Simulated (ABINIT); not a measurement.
## Ca2Si (Fm-3m): G0W0 in ABINIT against the bands in the screening

Wanted: the cheapest bands in the screening that holds the gap of Ca2Si (Fm-3m).

Method: LDA and many-body steps on it, plane waves, in ABINIT 10.8.3.

### Step 1. Starting point

The structure is cubic, space group Fm-3m (No. 225). Conventional cell: a = 7.170 Å, b = 7.170 Å, c = 7.170 Å, α = 90.00°, β = 90.00°, γ = 90.00°. Nearest to Ca lie 4 Si at 3.10 Å. Nearest to Si lie 8 Ca at 3.10 Å. Farther neighbours are not listed.

As a file:

```cif
data_structure
_symmetry_space_group_name_H-M 'Fm-3m'
_symmetry_Int_Tables_number 225
_cell_length_a 7.1705
_cell_length_b 7.1705
_cell_length_c 7.1705
_cell_angle_alpha 90.000
_cell_angle_beta 90.000
_cell_angle_gamma 90.000
_cell_volume 368.67
loop_
_atom_site_label
_atom_site_type_symbol
_atom_site_symmetry_multiplicity
_atom_site_Wyckoff_symbol
_atom_site_fract_x
_atom_site_fract_y
_atom_site_fract_z
_atom_site_occupancy
Ca1 Ca 8 c 0.25000 0.25000 0.75000 1
Si1 Si 4 a 0.00000 0.00000 0.00000 1
```

The cell and positions are those that the Materials Project relaxed with its own functionals (PBE, PBE+U or r2SCAN), kept fixed.

### Step 2. Screening, 2×2×2 mesh, 20 bands, screening to 106.1 eV

This step: ABINIT 10.8.3; RPA screening on LDA, plane waves, norm-conserving pseudopotentials.

The RPA dielectric matrix is built and inverted for each q.

run.abi

```
acell 3*1.0 Angstrom
rprim 
  -0.000000000000 3.585232820000 3.585232820000
  3.585232820000 -0.000000000000 3.585232820000
  3.585232820000 3.585232820000 -0.000000000000
ntypat 2
znucl 20 14
natom 3
typat 1 1 2
xred 
  0.750000000000 0.750000000000 0.750000000000
  0.250000000000 0.250000000000 0.250000000000
  0.000000000000 0.000000000000 0.000000000000
pp_dirpath "pseudos"
pseudos "Ca.upf, Si.upf"
ecut 30
ngkpt 2 2 2
nshiftk 1
shiftk 0 0 0
kptopt 1
chksymbreak 0
istwfk *1
occopt 1
irdwfk 1
optdriver 3
nband 20
ecuteps 3.9
inclvkb 2
awtr 1
symchi 1
indata_prefix "in"
outdata_prefix "out"
tmpdata_prefix "tmp"
```

Run with:

```sh
$ OMP_NUM_THREADS=1 mpirun -n 4 abinit run.abi > log
```

Log:

```text
.Version 10.8.3 of ABINIT. v10.8.2 released Aug 2026.

 Symmetries : space group Fm -3 m (#225); Bravais cF (face-center cubic)
[... echo of the input left out ...]
== DATASET  1 ==================================================================
-   mpi_nproc: 4, omp_nthreads: 1 (-1 if OMP is not activated)

--- !DatasetInfo
iteration_state: {dtset: 1, }
dimensions: {natom: 3, nkpt: 3, mband: 20, nsppol: 1, nspinor: 1, nspden: 1, mpw: 4910, }
cutoff_energies: {ecut:  30.0, pawecutdg:  -1.0, }
electrons: {nelect:   2.40000000E+01, charge:   0.00000000E+00, occopt:   1.00000000E+00, tsmear:   1.00000000E-02, }

 SCREENING: Calculation of the susceptibility and dielectric matrices

 Based on a program developped by R.W. Godby, V. Olevano, G. Onida, and L. Reining.
 Incorporated in ABINIT by V. Olevano, G.-M. Rignanese, and M. Torrent.
.Using double precision arithmetic ; gwpc =  8

[... cell and pseudopotentials left out ...]
--------------------------------------------------------------------------------

 ==== K-mesh for the wavefunctions ====
 Number of points in the irreducible wedge :     3
[... list of points left out ...]
 Together with 48 symmetry operations and time-reversal symmetry
 yields     8 points in the full Brillouin Zone.

 ==== Q-mesh for the screening function ====
 Number of points in the irreducible wedge :     3
[... list of points left out ...]
 Together with 48 symmetry operations and time-reversal symmetry
 yields     8 points in the full Brillouin Zone.

 setmesh: FFT mesh size selected  =    32x   32x   32
          total number of points  =        32768

 vcoul_init : cutoff-mode = AUXILIARY_FUNCTION
 q-points for optical limit:   1
     1)      0.000010    0.000020    0.000030

- screening: taking advantage of time-reversal symmetry
- Maximum band index for partially occupied states nbvw = 12
- Remaining bands to be divided among processors   nbcw = 8
- Number of bands treated by each node ~2

 Number of electrons calculated from density =   24.0000; Expected =   24.0000
 average of density, n =  0.038586
 r_s =    1.8358
 omega_plasma =   18.9484 [eV]

 calculating chi0 at frequencies [eV] :
  1    0.000000E+00    0.000000E+00
  2    0.000000E+00    1.894837E+01

--------------------------------------------------------------------------------
  q-point number  1        q = ( 0.000000, 0.000000, 0.000000) [r.l.u.]
--------------------------------------------------------------------------------
[... chi0 elements left out ...]
 For q-point:  0.000010 0.000020 0.000030
  dielectric constant =  64.6331
  dielectric constant without local fields =  89.6375

  Average fulfillment of the sum rule on Im[epsilon] for q-point    1 :     14.82  [%]
[... wings left out ...]
  q-point number  2        q = ( 0.500000, 0.000000, 0.000000) [r.l.u.]
--------------------------------------------------------------------------------
[... chi0 elements left out ...]
  Average fulfillment of the sum rule on Im[epsilon] for q-point    2 :     23.37  [%]

 [... 1 further q-points ...]
```

It took 2.8 s on 4 MPI ranks of Arm Neoverse V1, shared host; peak memory 0.13 GiB; 11 s of CPU time.

Numbers from this step:

| Quantity | Value |
| --- | --- |
| ε∞ with local fields, on this mesh, along the program's q direction | 64.63 |
| the same without local fields | 89.64 |
| plasma frequency | 18.95 eV |
| plane waves in the screening matrix | 259 |

Local fields lower ε∞ by 28 %. On a Γ-centred mesh this coarse the value itself is usually too large, while a short band sum pulls it down.

### Step 3. 20 bands

The self-energy is evaluated for the states that the input lists, and the levels follow from it, in one-shot runs by the linearised quasiparticle equation.

This step: G0W0 on LDA, plane waves, norm-conserving pseudopotentials.

run.abi, as its differences from that of step 2:

```diff
@@ -24,8 +24,17 @@
 irdwfk 1
-optdriver 3
-nband 20
+optdriver 4
+nband 49
+gwcalctyp 0
+ecutsigx 30
+symsigma 1
+nkptgw 2
+kptgw 
+  0.5000000000 0.5000000000 0.0000000000
+  0.0000000000 0.0000000000 0.0000000000
+bdgw 
+  11 14
+  10 15
 ecuteps 3.9
-inclvkb 2
-awtr 1
-symchi 1
+irdscr 1
+ppmodel 1
 indata_prefix "in"
```

Log:

```text
.Version 10.8.3 of ABINIT. v10.8.2 released Aug 2026.

 Symmetries : space group Fm -3 m (#225); Bravais cF (face-center cubic)
[... echo of the input left out ...]
== DATASET  1 ==================================================================
-   mpi_nproc: 4, omp_nthreads: 1 (-1 if OMP is not activated)

--- !DatasetInfo
iteration_state: {dtset: 1, }
dimensions: {natom: 3, nkpt: 3, mband: 49, nsppol: 1, nspinor: 1, nspden: 1, mpw: 4910, }
cutoff_energies: {ecut:  30.0, pawecutdg:  -1.0, }
electrons: {nelect:   2.40000000E+01, charge:   0.00000000E+00, occopt:   1.00000000E+00, tsmear:   1.00000000E-02, }

 SIGMA: Calculation of the GW corrections

 Based on a program developped by R.W. Godby, V. Olevano, G. Onida, and L. Reining.
 Incorporated in ABINIT by V. Olevano, G.-M. Rignanese, and M. Torrent.
.Using double precision arithmetic ; gwpc =  8

[... cell and pseudopotentials left out ...]
--------------------------------------------------------------------------------

 ==== K-mesh for the wavefunctions ====
 Number of points in the irreducible wedge :     3
[... list of points left out ...]
 Together with 48 symmetry operations and time-reversal symmetry
 yields     8 points in the full Brillouin Zone.

 ==== Q-mesh for screening function ====
 Number of points in the irreducible wedge :     3
[... list of points left out ...]
 Together with 48 symmetry operations and time-reversal symmetry
 yields     8 points in the full Brillouin Zone.

 vcoul_init : cutoff-mode = AUXILIARY_FUNCTION
 q-points for optical limit:   1
     1)      0.000010    0.000020    0.000030
 setmesh: FFT mesh size selected  =    48x   48x   48
          total number of points  =       110592

 Number of electrons calculated from density =   24.0000; Expected =   24.0000
 average of density, n =  0.038586
 r_s =    1.8358
 omega_plasma =   18.9484 [eV]

 === KS Band Gaps ===
  >>>> For spin  1
   Minimum direct gap =   0.5088 [eV], located at k-point      :   0.5000  0.5000  0.0000
   Fundamental gap    =   0.5088 [eV], Top of valence bands at :   0.5000  0.5000  0.0000
                                       Bottom of conduction at :   0.5000  0.5000  0.0000
 SIGMA fundamental parameters:
 PLASMON POLE MODEL  1
 number of plane-waves for SigmaX                 4909
 number of plane-waves for SigmaC and W            259
 number of plane-waves for wavefunctions          4909
 number of bands                                    49
 number of independent spin polarizations            1
 number of spinorial components                      1
 number of k-points in IBZ                           3
 number of q-points in IBZ                           3
 number of symmetry operations                      48
 number of k-points in BZ                            8
 number of q-points in BZ                            8
 number of frequencies for dSigma/dE                 9
 frequency step for dSigma/dE [eV]                0.25
 number of omega for Sigma on real axis              0
 max omega for Sigma on real axis  [eV]           0.00
 zcut for avoiding poles [eV]                     0.10

 EPSILON^-1 parameters (SCR file):
 dimension of the eps^-1 matrix on file            259
 dimension of the eps^-1 matrix used               259
 number of plane-waves for wavefunctions          4909
 number of bands                                    20
 number of q-points in IBZ                           3
 number of frequencies                               2
 number of real frequencies                          1
 number of imag frequencies                          1

 matrix elements of self-energy operator (all in [eV])

 Perturbative Calculation

--- !SelfEnergy_ee
iteration_state: {dtset: 1, }
kpoint     : [   0.500,    0.500,    0.000, ]
spin       : 1
KS_gap     :    0.509
QP_gap     :    1.296
Delta_QP_KS:    0.787
data: !SigmaeeData |
     Band     E0 <VxcDFT>   SigX SigC(E0)      Z dSigC/dE  Sig(E)    E-E0       E
       11   3.544  -9.945 -11.419   1.833   0.758  -0.319  -9.673   0.272   3.816
       12   3.544  -9.945 -11.419   1.833   0.758  -0.319  -9.673   0.272   3.816
       13   4.053  -8.148  -3.922  -2.837   0.762  -0.312  -7.089   1.059   5.112
       14   5.109 -10.552  -5.178  -3.214   0.752  -0.330  -8.928   1.624   6.733

--- !SelfEnergy_ee
iteration_state: {dtset: 1, }
kpoint     : [   0.000,    0.000,    0.000, ]
spin       : 1
KS_gap     :    2.037
QP_gap     :    2.337
Delta_QP_KS:    0.300
data: !SigmaeeData |
     Band     E0 <VxcDFT>   SigX SigC(E0)      Z dSigC/dE  Sig(E)    E-E0       E
       10   3.150 -10.302 -11.207   1.688   0.755  -0.325  -9.711   0.591   3.741
       11   3.150 -10.302 -11.207   1.688   0.755  -0.325  -9.711   0.591   3.741
       12   3.150 -10.302 -11.207   1.688   0.755  -0.325  -9.711   0.591   3.741
       13   5.187  -8.012  -3.754  -3.100   0.769  -0.300  -7.121   0.891   6.078
       14   5.307 -11.657  -5.687  -3.410   0.745  -0.343  -9.751   1.906   7.213
       15   5.307 -11.657  -5.687  -3.410   0.745  -0.343  -9.751   1.906   7.213

== END DATASET(S) ==============================================================
================================================================================

 -outvars: echo values of variables after computation  --------
           etotal      0.0000000000E+00
            nband          49
             nkpt           3
          spgroup         225
 [... the other variables as echoed above ...]

 Calculation completed.
```

It took 4.3 s on 4 MPI ranks; peak memory 0.61 GiB.

Numbers from this step:

| Item | Value |
| --- | --- |
| G0W0 gap on the points computed | 1.296 eV |
| starting gap on the mesh | 0.5088 eV |
| k of the valence top | 0.5, 0.5, 0 |
| k of the conduction bottom | 0.5, 0.5, 0 |
| Z at the valence top | 0.758 |
| Z at the conduction bottom | 0.762 |
| least direct G0W0 gap on the computed points | 1.296 eV |

The gap on the mesh goes from 0.51 eV to 1.30 eV, a correction of +0.79 eV.

### Step 4. Screening, 2×2×2 mesh, 49 bands, screening to 106.1 eV

This step: RPA screening on LDA, plane waves, norm-conserving pseudopotentials.

run.abi, as its differences from that of step 3:

```diff
@@ -24,17 +24,8 @@
 irdwfk 1
-optdriver 4
+optdriver 3
 nband 49
-gwcalctyp 0
-ecutsigx 30
-symsigma 1
-nkptgw 2
-kptgw 
-  0.5000000000 0.5000000000 0.0000000000
-  0.0000000000 0.0000000000 0.0000000000
-bdgw 
-  11 14
-  10 15
 ecuteps 3.9
-irdscr 1
-ppmodel 1
+inclvkb 2
+awtr 1
+symchi 1
 indata_prefix "in"
```

Log:

```text
.Version 10.8.3 of ABINIT. v10.8.2 released Aug 2026.

 Symmetries : space group Fm -3 m (#225); Bravais cF (face-center cubic)
[... echo of the input left out ...]
== DATASET  1 ==================================================================
-   mpi_nproc: 4, omp_nthreads: 1 (-1 if OMP is not activated)

--- !DatasetInfo
iteration_state: {dtset: 1, }
dimensions: {natom: 3, nkpt: 3, mband: 49, nsppol: 1, nspinor: 1, nspden: 1, mpw: 4910, }
cutoff_energies: {ecut:  30.0, pawecutdg:  -1.0, }
electrons: {nelect:   2.40000000E+01, charge:   0.00000000E+00, occopt:   1.00000000E+00, tsmear:   1.00000000E-02, }

 SCREENING: Calculation of the susceptibility and dielectric matrices

 Based on a program developped by R.W. Godby, V. Olevano, G. Onida, and L. Reining.
 Incorporated in ABINIT by V. Olevano, G.-M. Rignanese, and M. Torrent.
.Using double precision arithmetic ; gwpc =  8

[... cell and pseudopotentials left out ...]
--------------------------------------------------------------------------------

 ==== K-mesh for the wavefunctions ====
 Number of points in the irreducible wedge :     3
[... list of points left out ...]
 Together with 48 symmetry operations and time-reversal symmetry
 yields     8 points in the full Brillouin Zone.

 ==== Q-mesh for the screening function ====
 Number of points in the irreducible wedge :     3
[... list of points left out ...]
 Together with 48 symmetry operations and time-reversal symmetry
 yields     8 points in the full Brillouin Zone.

 setmesh: FFT mesh size selected  =    32x   32x   32
          total number of points  =        32768

 vcoul_init : cutoff-mode = AUXILIARY_FUNCTION
 q-points for optical limit:   1
     1)      0.000010    0.000020    0.000030

- screening: taking advantage of time-reversal symmetry
- Maximum band index for partially occupied states nbvw = 12
- Remaining bands to be divided among processors   nbcw = 37
- Number of bands treated by each node ~9

 Number of electrons calculated from density =   24.0000; Expected =   24.0000
 average of density, n =  0.038586
 r_s =    1.8358
 omega_plasma =   18.9484 [eV]

 calculating chi0 at frequencies [eV] :
  1    0.000000E+00    0.000000E+00
  2    0.000000E+00    1.894837E+01

--------------------------------------------------------------------------------
  q-point number  1        q = ( 0.000000, 0.000000, 0.000000) [r.l.u.]
--------------------------------------------------------------------------------
[... chi0 elements left out ...]
 For q-point:  0.000010 0.000020 0.000030
  dielectric constant =  68.2305
  dielectric constant without local fields =  90.5832

  Average fulfillment of the sum rule on Im[epsilon] for q-point    1 :     49.54  [%]
[... wings left out ...]
  q-point number  2        q = ( 0.500000, 0.000000, 0.000000) [r.l.u.]
--------------------------------------------------------------------------------
[... chi0 elements left out ...]
  Average fulfillment of the sum rule on Im[epsilon] for q-point    2 :     58.71  [%]

 [... 1 further q-points ...]
```

It took 3.9 s on 4 MPI ranks; peak memory 0.51 GiB.

This step gave:

* ε∞ with local fields, on this mesh, along the program's q direction: 68.23
* the same without local fields: 90.58
* plasma frequency: 18.95 eV
* plane waves in the screening matrix: 259

[end of part 1 of 2]

[Paths, hosts, dates, memory and timing lines, banners, echoed tables and standing remarks are left out of the program output.]

[Logs are printed without paths, hosts, clocks, repeated set-up lines and the standing remarks that a program may print on its own settings, such as how far it seeks lower states.]

[Runs of the session that timed out or met a known fault of the program may be left out.]

[No measured gap is set beside runs whose start may be inverted or whose files or cutoffs have a known fault.]

[Hosts, paths, dates, database ids (printed as entryN), source tags and the programs' standing remarks are cut or masked in the printed files.]

[G0W0 gaps are taken among the corrected bands and points alone; a level outside them can change the order at an edge.]

[Where Ansatz stands beside ABINIT at settings called matched, ABINIT's density can come from a denser mesh and the files from another edition; pairs whose starting gaps differed by over 0.03 eV were left out, so agreement reads better than it is.]
